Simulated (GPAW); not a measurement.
## How CuNiAu absorbs and reflects light

Aim: the dielectric function of CuNiAu, and the optical constants that follow from it.

Program: GPAW 26.7.0. Level of theory: DFT, RPBE, plane-wave PAW (GPAW data sets), scalar-relativistic, RPA, optical limit. Results are calculated unless marked as measured.

## Step 1: The structure

Symmetry: P3m1, No. 156, trigonal system. The conventional cell has a = 2.746 Å, b = 2.746 Å, c = 6.341 Å, α = 90.00°, β = 90.00°, γ = 120.00°. Nearest to Au lie 3 Ni at 2.71 Å and 3 Cu at 2.74 Å and 6 Au at 2.75 Å. Cu has 3 Ni at 2.48 Å and 3 Au at 2.74 Å and 6 Cu at 2.75 Å nearest. Nearest to Ni lie 3 Cu at 2.48 Å and 3 Au at 2.71 Å and 6 Ni at 2.75 Å. Farther neighbours are not listed.

## Step 2: Ground state

First the ground state: is it a metal or has it a gap?

This step: DFT, RPBE, plane-wave PAW (GPAW data sets), scalar-relativistic, ground state (GPAW 26.7.0).

Contents of gs.py:

```python
from ase import Atoms
from ase.dft.bandgap import bandgap
from gpaw import GPAW, PW, FermiDirac

atoms = Atoms(['Au', 'Cu', 'Ni'],
              cell=[[2.745822910558, 0.000000000000, 0.000000000000],
                    [-1.372911455279, 2.377952394836, 0.000000000000],
                    [0.000000000000, 0.000000000000, 6.340979116800]],
              scaled_positions=[[0.333333333333, 0.666666666667, 0.997856000000],
                                [0.000000000000, 0.000000000000, 0.350923000000],
                                [0.666666666667, 0.333333333333, 0.651221000000]],
              pbc=[True, True, True])
atoms.set_initial_magnetic_moments([0.0, 0.6, 1.0])
atoms.calc = GPAW(mode=PW(400), xc='RPBE', kpts={'size': (9, 9, 4), 'gamma': True},
                  occupations=FermiDirac(0.05), maxiter=150, txt='gs.txt')
print('energy (eV)', atoms.get_potential_energy())
print('Fermi level (eV)', atoms.calc.get_fermi_level())
print('valence electrons', atoms.calc.get_number_of_electrons())
print('gap (eV)', bandgap(atoms.calc, output=None)[0])
print('direct gap (eV)', bandgap(atoms.calc, direct=True, output=None)[0])
print('moments', atoms.get_magnetic_moments().round(3).tolist())
atoms.calc.write('gs.gpw')
```

Command:

```console
> OMP_NUM_THREADS=1 python gs.py
```

Numbers of over 12 decimals in the logs are rounded to 6 here.

The log of the run:

```text
__  _  _
 | _ |_)|_||  |
 |__||  | ||/\| - 26.7.0

Versions:
  Python: 3.12.14
  ASE:    3.29.0
  Numpy:  2.5.5
  Scipy:  1.18.1
  Libxc:  7.0.0

Input parameters:
  mode=PW(ecut=400.0),
  kpts=MonkhorstPack(size=(9, 9, 4), gamma=True),
  maxiter=150,
  occupations=Occupations(name='fermi-dirac', width=0.05, fixmagmom=False),
  xc=XC(name='RPBE')

Diagonalizing LCAO Hamiltonian
Converting LCAO to pw mode

        Au

           Ni

       Cu

Atoms  # Å, Bohr magnetons
|   | symbol |         x |        y |        z |    initial magnetic moments |
| 0 |     Au | -0.000000 | 1.585302 | 6.327384 | ( 0.0000,  0.0000,  0.0000) |
| 1 |     Cu |  0.000000 | 0.000000 | 2.225195 | ( 0.0000,  0.0000,  0.6000) |
| 2 |     Ni |  1.372911 | 0.792651 | 4.129379 | ( 0.0000,  0.0000,  1.0000) |

Unit cell  # Å
| periodic |         x |        y |        z |  lengths |     angles |
|      yes |  2.745823 | 0.000000 | 0.000000 | 2.745823 |  90.000000 |
|      yes | -1.372911 | 2.377952 | 0.000000 | 2.745823 |  90.000000 |
|      yes |  0.000000 | 0.000000 | 6.340979 | 6.340979 | 120.000000 |

Number of symmetries: 6
Symmetry operations  # r_c * U_cc + t_c -> r_c
|   | kind |            matrix            |
| 0 |  σ   |  1, 1, 0,  0,-1, 0,  0, 0, 1 |
| 1 |  E   |  1, 0, 0,  0, 1, 0,  0, 0, 1 |
| 2 |  C3  |  0, 1, 0, -1,-1, 0,  0, 0, 1 |
| 3 |  σ   |  0,-1, 0, -1, 0, 0,  0, 0, 1 |
| 4 |  σ   | -1, 0, 0,  1, 1, 0,  0, 0, 1 |
| 5 |  C3  | -1,-1, 0,  1, 0, 0,  0, 0, 1 |

BZ-sampling:
  Number of BZ points: 324
  Number of IBZ points: 43

  Monkhorst-Pack size: [9, 9, 4]
  Monkhorst-Pack shift: [0.0, 0.0, 0.125]

K-points  # in reciprocal-cell coordinates
|     |                                coordinates |     weight |
|   0 | (  0.00000000,   0.00000000,   0.00000000) | 0.00308642 |
|   1 | (  0.00000000,   0.00000000,   0.25000000) | 0.00617284 |
|   2 | (  0.00000000,   0.00000000,   0.50000000) | 0.00308642 |
|   3 | (  0.11111111,   0.00000000,  -0.25000000) | 0.01851852 |
|   4 | (  0.11111111,   0.00000000,   0.00000000) | 0.01851852 |
|   5 | (  0.11111111,   0.00000000,   0.25000000) | 0.01851852 |
|   6 | (  0.11111111,   0.00000000,   0.50000000) | 0.01851852 |
|   7 | (  0.22222222,  -0.11111111,   0.00000000) | 0.01851852 |
|   8 | (  0.22222222,  -0.11111111,   0.25000000) | 0.03703704 |
|   9 | (  0.22222222,  -0.11111111,   0.50000000) | 0.01851852 |
| ... |                                            |            |
|  42 | (  0.44444444,   0.44444444,   0.50000000) | 0.01851852 |

Plane wave coefficients: 788
Cutoff: 400.0 eV

Spin-components: 2 (collinear spins)
Bands:           28
Projectors:      18
Spin-degeneracy: 1
Datatype:        complex128

Parallelization:
  kpt:    1
  domain: 1
  band:   1

Density:
  Valence electrons: 38.0
  Components: 2
  Grid points: [14 14 30]
  Charge: 0.0  # |e|

Potential:
  Grid points: [14 14 30]

species:
  Au:
    name:    Gold
    id:
    Z:       79.0
    valence: 11
    core:    68
    charge:  0.0  # [|e|]
    compensation charges:
      type: gauss
      rc: 0.42  # [Å]
      lmax: 2
    cutoffs:
      filter: 2.33  # [Å]
      core: 2.81  # [Å]
    projectors
    | kind |    occ | energy [eV] | rcut [Å] |
    |   6s |  1.000 |      -5.611 |    1.323 |
    |   6p |  0.000 |      -0.793 |    1.323 |
    |   5d | 10.000 |      -6.824 |    1.323 |
    |    s |        |      21.600 |    1.323 |
    |    p |        |      26.419 |    1.323 |
    |    d |        |      20.388 |    1.323 |

    Using partial waves for Au as LCAO basis

  Cu:
    name:    Copper
    id:
    Z:       29.0
    valence: 11
    core:    18
    charge:  0.0  # [|e|]
    compensation charges:
      type: gauss
      rc: 0.33  # [Å]
      lmax: 2
    cutoffs:
      filter: 2.06  # [Å]
      core: 2.43  # [Å]
    projectors
    | kind |    occ | energy [eV] | rcut [Å] |
    |   4s |  1.000 |      -4.495 |    1.164 |
    |   4p |  0.000 |      -0.718 |    1.164 |
    |   3d | 10.000 |      -4.953 |    1.058 |
    |    s |        |      22.716 |    1.164 |
    |    p |        |      26.494 |    1.164 |
    |    d |        |      22.259 |    1.058 |

    Using partial waves for Cu as LCAO basis

  Ni:
    name:    Nickel
    id:
    Z:       28.0
    valence: 16
    core:    12
    charge:  0.0  # [|e|]
    compensation charges:
      type: gauss
      rc: 0.36  # [Å]
      lmax: 2
    cutoffs:
      filter: 2.14  # [Å]
      core: 1.98  # [Å]
    projectors
    | kind |    occ | energy [eV] | rcut [Å] |
    |   4s |  2.000 |      -5.557 |    1.164 |
    |   3p |  6.000 |     -71.403 |    1.207 |
    |   4p |  0.000 |      -1.222 |    1.207 |
    |   3d |  8.000 |      -8.814 |    1.138 |
    |    s |        |      21.654 |    1.164 |
    |    d |        |      18.397 |    1.138 |

    Using partial waves for Ni as LCAO basis

Reference energy: -603013.601633  # eV

eigensolver:
  PPCG
  Converge bands: occupied
  niter=2

density mixing:
  MSR1-Mixer
  Pratt-step length: 0.05
  Maximum mixing coefficient: 0.75
  Old densities: 10
  SVD Regularization: 0.005
  Good broyden scale: 1.0
  Trust region scale: 1.0
  Backstep threshold: 4.0
  History deletion threshold: 6.0
  Fourier metric: weight=20.0, sigma=0.015

occupation numbers:
  Fermi-Dirac:
    width: 0.0500  # eV

poisson solver:
  ecut: 3200.0  # eV

xc functional:
  name: RPBE with 2 nearest neighbor stencil

convergence criteria:
- Maximum [total energy] change in last 3 cyles: 0.0005 eV / valence electron
- Maximum integral of absolute [dens]ity change: 0.0001 electrons / valence electron
- Maximum integral of absolute [eigenst]ate change: 4e-08 eV^2 / valence electron
maximum number of iterations: 150

SCF iterations
|iter     |      energy | eigst |  dens |  magmom |
|iter:   1||  -18.035858 | +0.03 |       |  +1.5919|
|iter:   2||  -13.345458 | -1.50 | -0.76 |  +1.5205|
|iter:   3||  -12.604932 | -1.49 | -0.94 |  +1.3223|
|iter:   4||  -12.001075 | -2.26 | -1.16 |  +1.3237|
|iter:   5||  -11.911707 | -2.72 | -1.32 |  +1.1337|
|iter:   6||  -11.977330 | -2.65 | -1.52 |  +0.8438|
|iter:   7||  -11.951068 | -3.27 | -1.62 |  +0.6912|
|iter:   8||  -11.959617 | -3.65 | -1.91 |  +0.4850|
|iter:   9||  -11.960839c| -3.97 | -2.32 |  +0.3567|
|iter:  10||  -11.960882c| -4.20 | -2.54 |  +0.3062|
|iter:  11||  -11.961102c| -4.85 | -2.69 |  +0.3125|
|iter:  12||  -11.961069c| -5.45 | -2.83 |  +0.3078|
|iter:  13||  -11.961173c| -5.31 | -3.13 |  +0.2912|
|iter:  14||  -11.961232c| -5.55 | -3.35 |  +0.2755|
|iter:  15||  -11.961231c| -5.70 | -3.53 |  +0.2668|
|iter:  16||  -11.961231c| -6.82 | -3.85 |  +0.2679|
|iter:  17||  -11.961232c| -7.85c| -4.44c|  +0.2682|

Converged in 17 steps
SCF loop duration: 61.426 s (3.613 s/step)
Energy contributions relative to reference atoms: (reference = -603013.601633)

Energy contributions:
  Kinetic:          -9.041988
  Coulomb:           7.060970
  Zero:              0.570052
  External:          0.000000
  Xc:              -10.542295
  Entropy:          -0.015942
  Spinorbit:         0.000000
  ----------------------------
  Free energy:     -11.969202
  Extrapolated:    -11.961232

dipole moment: (-4.455280, -4.289547, 21.485487)  # |e|*Ang

Total magnetic moment: (0.000000, 0.000000, 0.268178)

Local magnetic moments
|        x |        y |         z |
| 0.000000 | 0.000000 | -0.001301 |  # Au   0
| 0.000000 | 0.000000 | -0.000195 |  # Cu   1
| 0.000000 | 0.000000 |  0.299026 |  # Ni   2

Fermi level: 8.516
Eigenvalues  # (at kpt = [0.000, 0.000, 0.000])
| band index |      eig [eV] | occ [0-1] |      eig [eV] | occ [0-1] |
|          0 |       -54.743 |     1.000 |       -54.364 |     1.000 |
|        ... |               |           |               |           |
|         13 |         6.149 |     1.000 |         6.163 |     1.000 |
|         14 |         6.580 |     1.000 |         6.614 |     1.000 |
|         15 |         6.580 |     1.000 |         6.614 |     1.000 |
|         16 |         7.086 |     1.000 |         7.340 |     1.000 |
|         17 |         7.303 |     1.000 |         7.623 |     1.000 |
|         18 |         7.303 |     1.000 |         7.623 |     1.000 |
|         19 |         7.999 |     1.000 |         8.228 |     0.997 |
|         20 |         7.999 |     1.000 |         8.228 |     0.997 |
|         21 |        18.178 |     0.000 |        18.185 |     0.000 |
|         22 |        18.757 |     0.000 |        18.783 |     0.000 |
|         23 |        25.286 |     0.000 |        25.281 |     0.000 |
|         24 |        28.111 |     0.000 |        28.110 |     0.000 |
|         25 |        28.111 |     0.000 |        28.110 |     0.000 |
|         26 |        28.524 |     0.000 |        28.546 |     0.000 |
|         27 |        28.524 |     0.000 |        28.546 |     0.000 |

No gap
No difference between direct/indirect transitions

--- standard output ---
energy (eV) -11.961232
Fermi level (eV) 8.516004
valence electrons 38.0
gap (eV) 0.0
direct gap (eV) 0.0
moments [-0.001, -0.0, 0.299]
```

Elapsed: 65 s, on 1 thread of Arm Neoverse V1, shared host; peak memory 0.18 GiB.

Numbers from this step:

| Item | Value |
| --- | --- |
| energy | -11.96 eV |
| Fermi energy | 8.516 eV |
| electrons | 38 |
| site moments | -0.001, 0, 0.299 μB |

There are states at the Fermi level within the smearing, so the occupations stay smeared and the carriers get a Drude term.

## Step 3: Bands for the response

The response needs many more empty bands than the density does.

This step: DFT, RPBE, plane-wave PAW (GPAW data sets), scalar-relativistic, bands at fixed density (GPAW 26.7.0).

Contents of nscf.py:

```python
from ase.dft.bandgap import bandgap
from gpaw import GPAW, FermiDirac

calc = GPAW('gs.gpw').fixed_density(kpts={'size': (17, 17, 7), 'gamma': True}, nbands=47, convergence={'bands': 41},
                                    occupations=FermiDirac(0.05), txt='nscf.txt')
print('gap (eV)', bandgap(calc, output=None)[0])
print('direct gap (eV)', bandgap(calc, direct=True, output=None)[0])
print('top band over the Fermi level (eV)', min(calc.get_eigenvalues(kpt=k)[40] for k in range(len(calc.get_ibz_k_points()))) - calc.get_fermi_level())
calc.write('full.gpw', mode='all')
```

Command:

```console
> OMP_NUM_THREADS=1 python nscf.py
```

The log of the run:

```text
Diagonalizing LCAO Hamiltonian
Converting LCAO to pw mode
convergence criteria:
- Maximum integral of absolute [eigenst]ate change: 4e-08 eV^2 / valence electron
maximum number of iterations: 150

SCF iterations
|iter     |      energy | eigst |  dens |  magmom |
|iter:   1||             | +2.90 |       |  +0.2682|
|iter:   2||             | +1.69 |       |  +0.2682|
|iter:   3||             | +0.66 |       |  +0.2682|
|iter:   4||             | -0.25 |       |  +0.2682|
|iter:   5||             | -1.00 |       |  +0.2682|
|iter:   6||             | -1.67 |       |  +0.2682|
|iter:   7||             | -2.32 |       |  +0.2682|
|iter:   8||             | -2.94 |       |  +0.2682|
|iter:   9||             | -3.62 |       |  +0.2682|
|iter:  10||             | -4.27 |       |  +0.2682|
|iter:  11||             | -4.98 |       |  +0.2682|
|iter:  12||             | -5.64 |       |  +0.2682|
|iter:  13||             | -6.34 |       |  +0.2682|
|iter:  14||             | -6.96 |       |  +0.2682|
|iter:  15||             | -7.42c|       |  +0.2682|
SCF steps: 15
  __  _  _
 | _ |_)|_||  |
 |__||  | ||/\| - 26.7.0

Versions:
  Python: 3.12.14
  ASE:    3.29.0
  Numpy:  2.5.5
  Scipy:  1.18.1
  Libxc:  7.0.0

Input parameters:
  mode=PW(ecut=400.0),
  convergence={'bands': 41},
  gpts=array([14, 14, 30]),
  kpts=MonkhorstPack(size=(17, 17, 7), gamma=True),
  maxiter=150,
  nbands=47,
  occupations=Occupations(name='fermi-dirac', width=0.05, fixmagmom=False),
  parallel={},
  xc=XC(name='RPBE')

--- standard output ---
gap (eV) 0.0
direct gap (eV) 0.0
top band over the Fermi level (eV) 27.511468
```

Elapsed: 6.3 min, on 1 thread; peak memory 0.45 GiB.

[end of part 1 of 2]

[Machine, clock and banner lines and Python warnings are left out of the logs.]

[Logs are printed without paths, hosts, clocks, repeated set-up lines and the standing remarks that a program may print on its own settings, such as how far it seeks lower states.]

[Hosts, paths, dates, database ids (printed as entryN), source tags and the programs' standing remarks are cut or masked in the printed files.]
